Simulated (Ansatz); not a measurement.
**Lattice dynamics of AlN (P6_3mc)**

Task: relax AlN (P6_3mc), then find its harmonic phonons.

Method: DFT LDA, scalar-relativistic, plane waves, PAW; PAW set soft_1, in Ansatz 0.2.0.

Experimental background.

“Electronic structure and chemical bonding anisotropy investigation of wurtzite AlN” (2011, arxiv:1112.6088) quotes from earlier work for AlN, wurtzite (literature value): lattice constant a (a lattice parameter, reported experimental value) 3.111 Å [Literature experimental value cited in the paper's theory part].

“Structural, Surface and Optical Studies of m- and c-Face AlN Crystals Grown by Physical Vapor Transport Method” (2023, pmc:10004678) reports for AlN, wurtzite, by micro-Raman, 532 nm excitation (m-face PVT-grown bulk crystal, 300 K): Raman mode (E2(low)) about 247.6 cm⁻¹; Raman mode (A1(TO)) about 610.4 cm⁻¹ [m-face sample; 325 nm excitation gives 609.2 cm-1]; Raman mode (E2(high)) about 656.1 cm⁻¹ [stress-sensitive mode; residual stress in the crystal is evaluated from it]; Raman mode (E1(TO)) about 669.1 cm⁻¹.

Most raw output is cut from this account.

The database entry behind the starting cell differs from later determinations by our own check (inner coordinate u about 0.002 short), so it need not match the best structure at ambient conditions.

**1. Set-up**

The structure is hexagonal, space group P6_3mc (No. 186). The conventional cell has a = 3.113 Å, b = 3.113 Å, c = 4.981 Å, α = 90.00°, β = 90.00°, γ = 120.00°. Nearest to Al lie 4 N at 1.89 Å. Nearest to N lie 4 Al at 1.89 Å. Farther neighbours and most contacts between anions are not listed.

As a file:

```cif
data_structure
_symmetry_space_group_name_H-M 'P6_3mc'
_symmetry_Int_Tables_number 186
_cell_length_a 3.1130
_cell_length_b 3.1130
_cell_length_c 4.9810
_cell_angle_alpha 90.000
_cell_angle_beta 90.000
_cell_angle_gamma 120.000
_cell_volume 41.80
loop_
_atom_site_label
_atom_site_type_symbol
_atom_site_symmetry_multiplicity
_atom_site_Wyckoff_symbol
_atom_site_fract_x
_atom_site_fract_y
_atom_site_fract_z
_atom_site_occupancy
Al1 Al 2 b 0.33333 0.66667 0.00000 1
N1 N 2 b 0.33333 0.66667 0.38000 1
```

**2. Relaxation**

The cell and atoms are relaxed, since residual forces and stress would shift the frequencies.

input.yaml reads:

```yaml
crystal:
  lattice:
    - [3.113, 0.0, 0.0]
    - [-1.5565, 2.695937082, 0.0]
    - [0.0, 0.0, 4.981]
  atoms:
    - { symbol: Al, position: [0.3333333333, 0.6666666667, 0.0] }
    - { symbol: Al, position: [0.6666666667, 0.3333333333, 0.5] }
    - { symbol: "N", position: [0.3333333333, 0.6666666667, 0.38] }
    - { symbol: "N", position: [0.6666666667, 0.3333333333, 0.88] }
kpoints:
  mp_grid: { grid: [9, 9, 4] }
hamiltonian:
  xc: lda
  pseudopotentials: { kind: paw, azcp: { folder: soft_1 }, xc_functional: pbe }
scf:
  occupations: { method: gaussian, width: 0.02 }
output:
  forces: true
  stress: true
  eigenvalues: true
relax:
  adjacent_minimum: "off"
  f_tol: 0.005
  max_steps: 80
  cell: { stress_tol: 0.05 }
```

Command:

```bash
> ansatz run input.yaml --threads 4 --pin off --max-ram 16384MiB --backend cpu --events-out ev --progress --plain --runs-dir out
```

The job ended after 5 s (4 threads of Arm Neoverse V1, shared host; peak memory 0.32 GiB).

Relaxation path:

```
step  energy less that of the first step (eV)  largest force component (eV/Å)  pressure (GPa)  volume (Å³)
   1                                   0.0000                          0.1168           -4.67        41.80
   2                                  -0.0123                          0.0911           -2.34        41.32
   3                                  -0.0174                          0.0303            0.14        40.83
   4                                  -0.0175                          0.0025            0.02        40.85
   5                                  -0.0175                          0.0004            0.00        40.86
  6*                                  -0.0155                          0.0004           -0.10        40.86
   7                                  -0.0155                          0.0000            0.00        40.84
  8*                                  -0.0155                          0.0000            0.00        40.84
```

Relaxation steps marked * repeat the geometry before them on a plane-wave basis chosen anew for their cell, so energy and pressure can jump there.

Forces are held to the 12 operations that the run works with; a distortion that breaks them can't arise in this run.

```
conventional cell, symmetrised  before  after  change
                         a (Å)   3.113  3.089  -0.8 %
                         b (Å)   3.113  3.089  -0.8 %
                         c (Å)   4.981  4.943  -0.8 %
              volume (Å³/atom)   10.45  10.21  -2.3 %
```

Final coordinates:

```xyz
4
Lattice="3.0886 0.0000 0.0000 -1.5443 2.6748 0.0000 0.0000 0.0000 4.9431" Properties=species:S:1:pos:R:3 pbc="T T T"
Al    0.0000    1.7832   -0.0049
Al    1.5443    0.8916    2.4667
N     0.0000    1.7832    1.8833
N     1.5443    0.8916    4.3548
```

A gap read on the k-mesh alone can miss the band edges.

This step gave:

- pressure: -0.002227 GPa
- gap on the k-mesh: 4.416 eV
- volume per atom: 10.21 Å³
- direct gap on mesh: 4.416 eV

In this step the volume went from 10.45 to 10.21 Å³/atom.

**3. Tight relaxation, k-mesh 9×9×4**

Phonons need a cell at rest on their own settings, so the relaxation is repeated with tight tolerances on forces and stress on the k mesh and occupations of the first response run.

input.yaml, the sections that differ from step 2:

```yaml
crystal:
  lattice:
    - [3.0886284848, 0.0, 0.0]
    - [-1.5443142424, 2.6748307307, 0.0]
    - [0.0, 0.0, 4.9431174619]
  atoms:
    - { symbol: Al, position: [0.3333333333, 0.6666666667, -0.0009910975] }
    - { symbol: Al, position: [0.6666666667, 0.3333333333, 0.4990089025] }
    - { symbol: "N", position: [0.3333333333, 0.6666666667, 0.3809910975] }
    - { symbol: "N", position: [0.6666666667, 0.3333333333, 0.8809910975] }
scf:
  occupations: { method: fixed }
relax:
  adjacent_minimum: "off"
  f_tol: 0.001
  max_steps: 60
  cell: { stress_tol: 0.01 }
# kpoints, hamiltonian, output: as in step 2
```

Run time: 1.4 s. Hardware: 4 threads; peak memory 0.31 GiB; 4.9 s of CPU time.

Little changed from the start: no atom moved by 0.005 Å and no cell edge by 0.1 %.

This step gave:

* pressure: -0.002226 GPa

The largest force component left is 0.021 meV/Å and the pressure is -0.002 GPa, within the tolerances set. The cell now holds 10.21 Å³/atom.

**4. A first phonon run**

The phonons are first tried on the mesh that the gap suggested.

Edit input.yaml of step 3 so:

```diff
@@ -18,9 +18,6 @@
 output:
-  forces: true
-  stress: true
   eigenvalues: true
-relax:
-  adjacent_minimum: "off"
-  f_tol: 0.001
-  max_steps: 60
-  cell: { stress_tol: 0.01 }
+phonons:
+  method: dfpt
+  dielectric: true
+  rigid_motions: translations
```

Run time: 15 s. Hardware: 4 threads; peak memory 0.48 GiB; 57 s of CPU time.

Numbers from this step:

| Property | Result |
| --- | --- |
| sum-rule residual before enforcement | 6.36e-5 eV/Å² |
| miss of the charge sum rule | 0.001153 e |
| estimated error of the dielectric tensor | 0.01281 |
| estimated error of the Born charges | 0.01087 e |
| point group | 6mm |
| highest optical mode at the zone centre (no LO-TO term) | 729.8 cm⁻¹ |
| lowest optical zone-centre mode | 239.6 cm⁻¹ |
| mean high-frequency dielectric constant | 4.473 |
| largest Born charge (third of the trace) | 2.579 e |
| mean static dielectric constant | 8.513 |
| top of the zone-centre spectrum with the field | 916.3 cm⁻¹ |

The highest optical mode at Γ without the field comes at 729.8 cm⁻¹, but the log warns of the mesh: “the force constants stand on the 9×9×4 k-mesh, whose period is 12.82 times the interband length at k = (0.0000, 0.0000, 0.0000), direct gap 4.416 eV, under 14: take them and everything formed from them as unconverged”.

**5. Relaxing to small forces for the phonons, k-mesh 12×12×6**

The k mesh is raised to 12×12×6 since a zone-centre run on the first mesh warned that it was too coarse for the force constants, and the cell is relaxed again on it.

Edit input.yaml of step 4 so:

```diff
@@ -11,3 +11,3 @@
 kpoints:
-  mp_grid: { grid: [9, 9, 4] }
+  mp_grid: { grid: [12, 12, 6] }
 hamiltonian:
@@ -18,6 +18,9 @@
 output:
+  forces: true
+  stress: true
   eigenvalues: true
-phonons:
-  method: dfpt
-  dielectric: true
-  rigid_motions: translations
+relax:
+  adjacent_minimum: "off"
+  f_tol: 0.001
+  max_steps: 60
+  cell: { stress_tol: 0.01 }
```

The job ended after 2.6 s (4 threads; peak memory 0.35 GiB).

Little changed from the start: no atom moved by 0.005 Å and no cell edge by 0.1 %.

This step gave:

- pressure: -6.62e-4 GPa

The largest force component left is 0.028 meV/Å and the pressure is -0.001 GPa, within the tolerances set. The cell now holds 10.21 Å³/atom.

**6. Linear response at the zone centre**

The zone centre comes first: it holds the modes that light can see, as far as symmetry allows. The response to a homogeneous field gives the Born charges and the dielectric tensor.

Edit input.yaml of step 5 so:

```diff
@@ -18,9 +18,6 @@
 output:
-  forces: true
-  stress: true
   eigenvalues: true
-relax:
-  adjacent_minimum: "off"
-  f_tol: 0.001
-  max_steps: 60
-  cell: { stress_tol: 0.01 }
+phonons:
+  method: dfpt
+  dielectric: true
+  rigid_motions: translations
```

Wall time 34 s (4 threads); peak memory 0.73 GiB.

Numbers from this step:

```yaml
sum_rule_residual_before_enforcement: 6.20e-5 eV/Å²
miss_of_the_charge_sum_rule: 2.87e-4 e
estimated_error_of_the_dielectric_tensor: 0.01306
estimated_error_of_the_born_charges: 0.009680 e
lowest_optical_zone_centre_mode: 239.5 cm⁻¹
largest_born_charge_third_of_the_trace: 2.578 e
mean_static_dielectric_constant: 8.512
```

Without the LO-TO term. Patterns of degenerate modes are one choice out of their space. The modes at Γ (shares of kinetic energy by element, %):

```
mode  frequency (cm⁻¹)  symmetry  Al %  N %
   1               0.0  acoustic    66   34
   2               0.0  acoustic    66   34
   3               0.0  acoustic    66   34
   4             239.5        E2    71   29
   5             239.5        E2    71   29
   6             553.6        B1   100    0
   7             620.9        A1    34   66
   8             667.5        E2    29   71
   9             667.5        E2    29   71
  10             678.9        E1    34   66
  11             678.9        E1    34   66
  12             729.8        B1     0  100
```

Displacements in mode 4 (239.5 cm⁻¹), the largest set to 1:
```
Al1  0.00 -1.00  0.00
Al2  0.00  1.00  0.00
N3   0.00  0.89  0.00
N4   0.00 -0.89  0.00
```

Displacements in mode 11 (678.9 cm⁻¹), the largest set to 1:
```
Al1  0.00 -0.52  0.00
Al2  0.00 -0.52  0.00
N3   0.00  1.00  0.00
N4   0.00  1.00  0.00
```

Optical modes at the zone centre, without and with the macroscopic field of the longitudinal modes; each column is sorted by frequency, so a row need not hold one and the same mode. Modes with and without the field, by row:

```
rank among optical modes  no field (cm⁻¹)  q along (1, 0, 0) (cm⁻¹)  q along (0, 0, 1) (cm⁻¹)
                       1            239.5                     239.5                     239.5
                       2            239.5                     239.5                     239.5
                       3            553.6                     553.6                     553.6
                       4            620.9                     620.9                     667.5
                       5            667.5                     667.5                     667.5
                       6            667.5                     667.5                     678.9
                       7            678.9                     678.9                     678.9
                       8            678.9                     729.8                     729.8
                       9            729.8                     916.3                     890.8
```

Born charge (rows field, columns displacement) (e), principal values of the symmetric part by kind of site:

```
atom  atoms with these values    low  middle   high   mean
 Al1                        2   2.52    2.52   2.69   2.58
  N3                        2  -2.69   -2.52  -2.52  -2.58
```

In full for N3:

```
-2.52  0.00  0.00
 0.00 -2.52  0.00
 0.00  0.00 -2.69
```

High-frequency dielectric tensor:

```
4.40 0.00 0.00
0.00 4.40 0.00
0.00 0.00 4.62
```

Static dielectric tensor (ions relaxed, fixed cell):

```
8.01 0.00 0.00
0.00 8.01 0.00
0.00 0.00 9.51
```

Transverse modes. Infrared lines, with heights relative to the strongest:

```
position (cm⁻¹)  label  relative intensity
            240     E2                 0.0
            554     B1                 0.0
            621     A1                  57
            668     E2                 0.0
            679     E1                 100
            730     B1                 0.0
```

Before it was imposed, the acoustic sum rule was missed by 6.2e-5 eV/Å² and the charge sum rule by 2.9e-4 e. Small misses are needed for a sound result but don't prove that mesh and cutoff are converged. Against the first mesh the highest mode moved by +0.0 cm⁻¹. The lowest optical mode is real, 240 cm⁻¹.

[end of part 1 of 2]

[Logs are printed without paths, hosts, clocks, repeated set-up lines and the standing remarks that a program may print on its own settings, such as how far it seeks lower states.]

[Hosts, paths, dates, database ids (printed as entryN), source tags and the programs' standing remarks are cut or masked in the printed files.]
